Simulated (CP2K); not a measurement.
The C K edge of 2-ethynylpyrimidine was computed by TDDFT (CP2K XAS_TDP, aug-cc-pVDZ, TDA) at these levels: PBEh(45%), PBEh(45%) + GW2X and PBEh(60%). The first three lines of C1 (bonded to C and H) with a strength over 0.0015, energy in eV and strength:

```
run           first          second           third
  1  281.12 (0.043)  282.31 (0.048)  284.66 (0.007)
  2  285.28 (0.053)  286.31 (0.056)  289.34 (0.012)
  3  287.10 (0.042)  288.30 (0.047)  290.64 (0.007)
```

**Question.** Which run is which?

Run 1: PBEh(45%) (45 % exact exchange). Run 2: PBEh(60%) (60 % exact exchange). Run 3: PBEh(45%) + GW2X (45 % exact exchange). Self-interaction lifts the core level, so the uncorrected lines rise with the share of exact exchange. The GW2X run keeps the spacings of its parent: 1.20 eV between the first two lines in run 3, 1.19 eV in run 1. Its shift is +5.98 eV, since the Kohn–Sham level at this share of exchange lies that far above the quasiparticle level.

[Banner, clock and machine lines of the logs are left out without a mark of their own.]

[Logs are printed without paths, hosts, clocks, repeated set-up lines and the standing remarks that a program may print on its own settings, such as how far it seeks lower states.]

[Hosts, paths, dates, database ids (printed as entryN), source tags and the programs' standing remarks are cut or masked in the printed files.]
